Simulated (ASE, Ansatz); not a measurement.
**Relaxing Ge/Sn superlattice along [001] (80 atoms)**

Wanted: the relaxed structure of Ge/Sn superlattice along [001] (80 atoms) and its electronic structure.

Method: Kohn-Sham DFT, RPBE, PAW (set soft_2), plane waves, in Ansatz 0.2.0.

## 1. Starting point

The cell holds 80 atoms: 16 Ge and 64 Sn. Its edges and angles: a = 9.177 Å, b = 9.177 Å, c = 31.107 Å, α = 90.0°, β = 90.0°, γ = 90.0°. It derives from Ge and Sn. Diamond-structure lattice with in-plane constant 6.489 Å; 1 period of Ge and 4 of Sn along [001], 2 x 2 in-plane cells; the two parts stretched along z by 0.7938 and 1.0; every coordinate displaced by a Gaussian of 0.05 Å. Regions: Ge, 16 atoms (16 Ge); Sn, 64 atoms (64 Sn).

Before any run, some limits are plain. The host structure and its lattice constant were typed by rule, without a check against the phase diagram.

## 2. Single point at the start

A single point comes first, to see the forces before anything moves.

File input.yaml:

```yaml
crystal:
  lattice:
    - [9.17683, 0.0, 0.0]
    - [0.0, 9.17683, 0.0]
    - [0.0, 0.0, 31.10697]
  atoms:
    - { symbol: Ge, position: [0.002, 0.00292, 0.00026] }
    - { symbol: Ge, position: [0.24986, 0.99364, 0.04222] }
    - { symbol: Ge, position: [0.49599, 0.00082, 0.00174] }
    - { symbol: Ge, position: [0.74654, 0.00381, 0.03768] }
    [... 70 atom lines left out ...]
    - { symbol: Sn, position: [0.74099, 0.25285, 0.89717] }
    - { symbol: Sn, position: [0.00407, 0.25129, 0.94918] }
    - { symbol: Sn, position: [0.24907, 0.7459, 0.89609] }
    - { symbol: Sn, position: [0.50126, 0.74602, 0.94868] }
    - { symbol: Sn, position: [0.74938, 0.75477, 0.89777] }
    - { symbol: Sn, position: [0.99795, 0.75371, 0.95317] }
kpoints:
  mp_grid: { grid: [2, 2, 1] }
hamiltonian:
  xc: rpbe
scf:
  occupations: { method: fermi_dirac, width: 0.1 }
output:
  forces: true
  stress: true
  populations: true
  dos:
    method: { smearing: { sigma: 0.1 } }
    de: 0.1
    projected:
      site_lists:
        Ge: [0, 1, 2, 3, 4, 5, 6, 7, 8, 9, 10, 11, 16, 17, 18, 19]
        Sn: [12, 13, 14, 15, 20, 21, 22, 23, 24, 25, 26, 27, 28, 29, 30, 31, 32, 33, 34, 35, 36, 37, 38, 39, 40, 41, 42, 43, 44, 45, 46, 47, 48, 49, 50, 51, 52, 53, 54, 55, 56, 57, 58, 59, 60, 61, 62, 63, 64, 65, 66, 67, 68, 69, 70, 71, 72, 73, 74, 75, 76, 77, 78, 79]
  eigenvalues: true
```

Launch:

```console
$ ansatz run input.yaml --threads 32 --pin off --max-ram 143360MiB --backend cuda --events-out ev --progress --plain --runs-dir out
```

It took 4.1 s on 1 × NVIDIA GB200 with 32 threads of Arm Neoverse V2, shared host; peak memory 3.9 GiB.

That memory is the host's; the program planned up to 35.7 GiB on the GPU. Forces of this run were stored rounded, and per-atom blocks of the log weren't kept.

Read from the output:

- free energy: -454901.0722 eV
- free energy per atom: -5686.2634 eV/atom
- SCF cycles: 9
- pressure: 3.624 GPa
- r.m.s. force component: 0.5315 eV/Å
- longest force: 1.817 eV/Å
- Fermi energy: 7.641 eV
- levels partly filled by over 2 per cent: 21
- spilling of the projection: 0.001817

The r.m.s. force component of 0.53 eV/Å and the pressure of 3.6 GPa set the starting point.

Length of the force by element:

| element | coordination | atoms | mean length of the force (eV/Å) | spread | least | most |
| --- | --- | --- | --- | --- | --- | --- |
| Ge | all | 16 | 0.583 | 0.344 | 0.142 | 1.32 |
| Sn | all | 64 | 0.902 | 0.362 | 0.327 | 1.82 |

## 3. Relaxation

The atoms are relaxed in the fixed cell, aiming at the force tolerance of the input.

input.yaml, the sections that differ from step 2:

```yaml
output:
  forces: true
relax:
  f_tol: 0.05
  max_steps: 200
# crystal, kpoints, hamiltonian, scf: as in step 2
```

It took 6.3 s on 1 × NVIDIA GB200 with 32 threads; peak memory 1.8 GiB.

That memory is the host's; the program planned up to 33.9 GiB on the GPU.

Relaxation path:

| step | energy less that of the first step (eV) | largest force component (eV/Å) |
| --- | --- | --- |
| 1 | 0.0000 | 1.4583 |
| 2 | -1.6407 | 1.0466 |
| 3 | -2.7966 | 0.0620 |
| 4 | -2.8089 | 0.0406 |

The atoms that moved most (Å):

| atom | dx | dy | dz | length |
| --- | --- | --- | --- | --- |
| Ge20 | 0.063 | 0.040 | -0.276 | 0.286 |
| Ge12 | -0.010 | -0.034 | -0.276 | 0.278 |
| Ge10 | -0.036 | 0.026 | -0.274 | 0.278 |
| Ge18 | -0.032 | -0.047 | -0.253 | 0.259 |
| Sn73 | -0.014 | -0.005 | 0.253 | 0.253 |
| Sn64 | -0.088 | 0.046 | 0.221 | 0.242 |
| Sn70 | 0.048 | 0.053 | 0.226 | 0.237 |
| Sn16 | 0.033 | 0.007 | -0.225 | 0.227 |

The relaxation changed the energy by -35.1 meV/atom, and atoms moved by 0.15 Å r.m.s., 0.29 Å at most.

## 4. Local order after relaxation

Bonds before and after, by the cutoffs listed below:

```
 pair  bonds before  bonds after  mean before (Å)  mean after (Å)  spread before (Å)  spread after (Å)
Sn-Sn           120          120            2.814           2.825              0.073             0.001
Sn-Ge            16           16            2.709           2.696              0.088             0.001
Ge-Ge            24           24            2.628           2.581              0.053             0.001
```

Density 5.55 g/cm³, 32.75 Å³ an atom.

g(r), total and by pair (bins of 0.1 Å):

```
r (Å)  total  Sn-Sn  Sn-Ge  Ge-Ge
 2.45   0.00   0.00   0.00   0.00
 2.55   2.36   0.00   0.00  58.90
 2.65   1.46   0.00   4.55   0.00
 2.75   0.00   0.00   0.00   0.00
 2.85   9.80  15.30   0.00   0.00
 2.95   0.00   0.00   0.00   0.00
 3.05   0.00   0.00   0.00   0.00
 3.15   0.00   0.00   0.00   0.00
 3.25   0.00   0.00   0.00   0.00
 3.35   0.00   0.00   0.00   0.00
 3.45   0.00   0.00   0.00   0.00
 3.55   0.00   0.00   0.00   0.00
 3.65   0.00   0.00   0.00   0.00
 3.75   0.00   0.00   0.00   0.00
 3.85   0.00   0.00   0.00   0.00
 3.95   0.00   0.00   0.00   0.00
 4.05   1.29   0.00   0.00  32.20
 4.15   1.20   0.00   3.75   0.00
 4.25   0.29   0.00   0.00   7.30
 4.35   0.00   0.00   0.00   0.00
 4.45   1.57   0.00   4.92   0.00
 4.55   4.95   6.22   0.00  24.10
 4.65   6.85  10.70   0.00   0.76
 4.75   0.00   0.00   0.00   0.00
 4.85   0.45   0.00   1.40   0.00
 4.95   0.21   0.00   0.66   0.00
 5.05   0.00   0.00   0.00   0.00
 5.15   0.00   0.00   0.00   0.00
 5.25   1.51   0.00   1.19  28.10
 5.35   6.10   8.39   2.30   0.00
 5.45   2.50   3.63   0.55   0.00
 5.55   0.00   0.00   0.00   0.00
 5.65   0.00   0.00   0.00   0.00
 5.75   0.00   0.00   0.00   0.00
 5.85   0.09   0.00   0.29   0.00
 5.95   0.06   0.00   0.17   0.00
 6.05   0.00   0.00   0.00   0.00
 6.15   0.00   0.00   0.00   0.00
 6.25   0.27   0.00   0.00   6.72
 6.35   0.64   0.00   2.00   0.00
 6.45   2.42   3.08   0.00  11.30
 6.55   0.74   1.08   0.00   1.15
 6.65   0.51   0.07   1.46   0.00
 6.75   0.57   0.18   1.42   0.00
```

Bonds by pair of elements; cutoffs follow the first minimum of g(r), held within bounds set by covalent radii, and pairs that aren't listed don't count as bonded:

```
pair A-B  cutoff (Å)  bonds  mean length (Å)  spread (Å)  shortest (Å)  B about A  A about B
   Sn-Sn        3.23    120             2.83       0.001          2.82       3.75       3.75
   Sn-Ge        3.08     16             2.70       0.001          2.69       0.25          1
   Ge-Ge        2.98     24             2.58       0.001          2.58          3          3
```

How many atoms have how many bonded neighbours:

| element | mean | 4 |
| --- | --- | --- |
| Ge | 4 | 16 |
| Sn | 4 | 64 |

Bond angles, per cent of each kind in bins of 5°:

| angle (°) | Sn-Sn-Sn | Ge-Ge-Ge | Ge-Sn-Sn | Ge-Ge-Sn |
| --- | --- | --- | --- | --- |
| 100–105 | 0.0 | 57.1 | 0.0 | 100.0 |
| 105–110 | 83.4 | 0.0 | 100.0 | 0.0 |
| 110–115 | 16.6 | 0.0 | 0.0 | 0.0 |
| 115–120 | 0.0 | 0.0 | 0.0 | 0.0 |
| 120–125 | 0.0 | 0.0 | 0.0 | 0.0 |
| 125–130 | 0.0 | 42.9 | 0.0 | 0.0 |

Bond angles (no mean is given where the spread exceeds 20°):

```
   angle  count  mean (°)  spread (°)
Sn-Sn-Sn    344       110         0.6
Ge-Ge-Ge     56       112        11.5
Ge-Sn-Sn     32       108         0.2
Ge-Ge-Sn     32       104         0.2
Ge-Sn-Ge      8       117         0.3
```

Rings of the network by King's shortest-path rule, up to 12 atoms, one path for each pair of neighbours; H, halogens, alkali and alkaline-earth atoms are left out, and the last column divides by all other atoms, bonded or not:

```csv
ring size (atoms),rings,per network atom
6,158,1.98
```

First main peaks of g(r), for some of the pairs, lie near 2.83 Å (Sn-Sn), 2.68 Å (Sn-Ge) and 2.58 Å (Ge-Ge). Counting bonds as in the table, all Ge atoms have 4 and all Sn atoms have 4 bonded neighbours. The Sn-Sn-Sn angle averages 110° with a spread of 0.6°. All rings counted have 6 atoms.

## 5. Single point at the relaxed geometry

One more single point at the end of the walk gives the fuller output and checks the residual forces.

File input.yaml:

```yaml
crystal:
  lattice:
    - [9.17683, 0.0, 0.0]
    - [0.0, 9.17683, 0.0]
    - [0.0, 0.0, 31.10697]
  atoms:
    - { symbol: Ge, position: [0.99971, 0.99852, 0.00074] }
    - { symbol: Ge, position: [0.24993, 0.00081, 0.03859] }
    - { symbol: Ge, position: [0.50032, 0.99997, 0.00079] }
    - { symbol: Ge, position: [0.75001, 0.99961, 0.03892] }
    [... 70 atom lines left out ...]
    - { symbol: Sn, position: [0.74988, 0.24943, 0.90244] }
    - { symbol: Sn, position: [0.9991, 0.24965, 0.95579] }
    - { symbol: Sn, position: [0.25034, 0.74986, 0.90233] }
    - { symbol: Sn, position: [0.4999, 0.74952, 0.95554] }
    - { symbol: Sn, position: [0.74953, 0.74958, 0.90236] }
    - { symbol: Sn, position: [0.99995, 0.74869, 0.95521] }
kpoints:
  mp_grid: { grid: [2, 2, 1] }
hamiltonian:
  xc: rpbe
scf:
  occupations: { method: fermi_dirac, width: 0.1 }
output:
  forces: true
  stress: true
  populations: true
  dos:
    method: { smearing: { sigma: 0.08 } }
    de: 0.1
    projected:
      site_lists:
        Ge: [0, 1, 2, 3, 4, 5, 6, 7, 8, 9, 10, 11, 16, 17, 18, 19]
        Sn: [12, 13, 14, 15, 20, 21, 22, 23, 24, 25, 26, 27, 28, 29, 30, 31, 32, 33, 34, 35, 36, 37, 38, 39, 40, 41, 42, 43, 44, 45, 46, 47, 48, 49, 50, 51, 52, 53, 54, 55, 56, 57, 58, 59, 60, 61, 62, 63, 64, 65, 66, 67, 68, 69, 70, 71, 72, 73, 74, 75, 76, 77, 78, 79]
  eigenvalues: true
  write_density: true
  write_potential: true
  volumetric_format: npy
```

It took 4.5 s on 1 × NVIDIA GB200 with 32 threads; peak memory 3.8 GiB.

That memory is the host's; the program planned up to 35.7 GiB on the GPU.

The run gave:

| Property | Result |
| --- | --- |
| free energy | -454903.8811 eV |
| free energy per atom | -5686.2985 eV/atom |
| SCF cycles | 8 |
| pressure | 3.149 GPa |
| r.m.s. force component | 0.00928 eV/Å |
| longest force | 0.04151 eV/Å |
| Fermi energy | 7.583 eV |
| levels partly filled by over 2 per cent | 23 |
| spilling of the projection | 0.001786 |

Löwdin charges by element (they lack the spilled electrons, 0.025 e an atom on average):

```
element  coordination  atoms  mean charge (e)  spread   least    most
     Ge           all     16          -0.0502  0.0664  -0.117  0.0166
     Sn           all     64           0.0438  0.0449  0.0176   0.163
```

By region:

| region | atoms | mean length of the force (eV/Å) |
| --- | --- | --- |
| Ge | 16 | 0.021 |
| Sn | 64 | 0.011 |

States in the cell by windows of 1 eV, zero at the Fermi level; some projections on atomic orbitals stand beside the total:

| from (eV) | to (eV) | total | Sn p | Sn s | Ge p | Ge s |
| --- | --- | --- | --- | --- | --- | --- |
| -14 | -12 | 0.0 | 0.0 | 0.0 | 0.0 | 0.0 |
| -12 | -11 | 0.5 | 0.0 | 0.1 | 0.0 | 0.4 |
| -11 | -10 | 7.4 | 0.5 | 2.8 | 0.7 | 3.4 |
| -10 | -9 | 26.3 | 3.9 | 14.3 | 1.8 | 6.2 |
| -9 | -8 | 38.3 | 8.1 | 24.9 | 1.6 | 3.4 |
| -8 | -7 | 16.7 | 4.2 | 9.4 | 1.1 | 1.8 |
| -7 | -6 | 31.3 | 10.1 | 14.7 | 2.6 | 3.7 |
| -6 | -5 | 20.0 | 7.2 | 9.8 | 1.3 | 1.4 |
| -5 | -4 | 11.0 | 3.8 | 5.5 | 0.8 | 0.8 |
| -4 | -3 | 21.6 | 10.8 | 3.4 | 6.4 | 0.7 |
| -3 | -2 | 62.1 | 49.1 | 1.8 | 10.0 | 0.6 |
| -2 | -1 | 60.8 | 48.9 | 1.1 | 9.7 | 0.5 |
| -1 | 0 | 24.6 | 17.5 | 0.9 | 5.5 | 0.4 |
| 0 | 1 | 14.3 | 6.5 | 3.4 | 3.0 | 0.9 |
| 1 | 2 | 56.8 | 32.7 | 13.5 | 5.3 | 1.8 |
| 2 | 3 | 40.0 | 21.5 | 5.2 | 7.9 | 2.2 |

The curve was stored every 0.10 eV, coarse against its broadening of 0.08 eV, so these counts are rough.

Between -25 and -14 eV lie 801 more states.

Not all projections were asked for or kept, so they needn't add up to the total.

The levels nearest the highest filled one (over half full), pooled over k-points and spins:

```
level less the highest filled one (eV)  occupation
                                -0.182        1.79
                                -0.164        1.76
                                -0.164        1.76
                                -0.130        1.67
                                -0.129        1.67
                                     0        1.17
                                0.0374        0.98
                                0.0425       0.954
                                0.0607       0.864
                                0.0647       0.844
                                 0.172       0.399
                                 0.209       0.295
```

Planar average of the electrostatic potential energy along the normal, with the Fermi level as zero, after a running mean with a triangular window 4 Å wide at its base:

```csv
height (Å),potential energy (eV)
0.0,-2.51
0.9,-3.05
1.7,-3.15
2.6,-3.08
3.6,-2.50
4.5,-1.73
5.3,-1.06
6.2,-0.88
7.1,-0.88
7.9,-0.91
8.8,-0.96
9.8,-0.93
10.7,-1.05
11.5,-0.97
12.4,-1.09
13.2,-1.00
14.1,-1.12
15.0,-1.03
16.0,-1.11
16.8,-1.07
17.7,-1.10
18.6,-1.08
19.4,-1.08
20.3,-1.08
21.2,-1.04
22.2,-1.09
23.0,-0.98
23.9,-1.06
24.8,-0.93
25.6,-1.01
26.5,-0.88
27.4,-0.95
28.4,-0.85
29.2,-1.03
30.1,-1.59
31.0,-2.40
```

Mean Löwdin charges: Ge -0.05, Sn +0.04 e. Charges this small depend on the projection, at times even in sign. Within 0.4 eV of the Fermi level the largest share is Sn p (63 % of the projected weight).

## 6. Results

```yaml
energy_change_in_the_relaxation: -35.11 meV/atom
r_m_s_displacement: 0.154 Å
largest_displacement: 0.286 Å
free_energy_per_atom: -5686.2985 eV/atom
density: 5.553 g/cm³
pressure: 3.149 GPa
r_m_s_force_component: 0.00928 eV/Å
wall_time_of_the_4_dft_runs_those_left_out_included: 20 s
```

**Reading.** Relaxation lowers the energy by 35.1 meV/atom and moves atoms by 0.15 Å r.m.s.; the r.m.s. force component goes from 0.53 to 0.0093 eV/Å, the pressure goes from 3.6 to 3.1 GPa. By the final cutoffs no bond was broken or made. From the first step to the last the energy fell by 2.809 eV, and the largest move was 0.29 Å (Ge20). The Ge-Ge bonds change most in mean length: from 2.628 Å (spread 0.053) to 2.581 Å (spread 0.001). Counting bonds as in the table, all Ge atoms have 4 and all Sn atoms have 4 bonded neighbours. 23 levels are partly filled, by over 2 % (on the run's k-points): no clear gap opens at this level. Levels of broken or missing bonds inside a gap of the host would look the same.

**Limits.** The pressure of 3.1 GPa means that a free cell would grow at this level.

[Logs are printed without paths, hosts, clocks, repeated set-up lines and the standing remarks that a program may print on its own settings, such as how far it seeks lower states.]

[Hosts, paths, dates, database ids (printed as entryN), source tags and the programs' standing remarks are cut or masked in the printed files.]
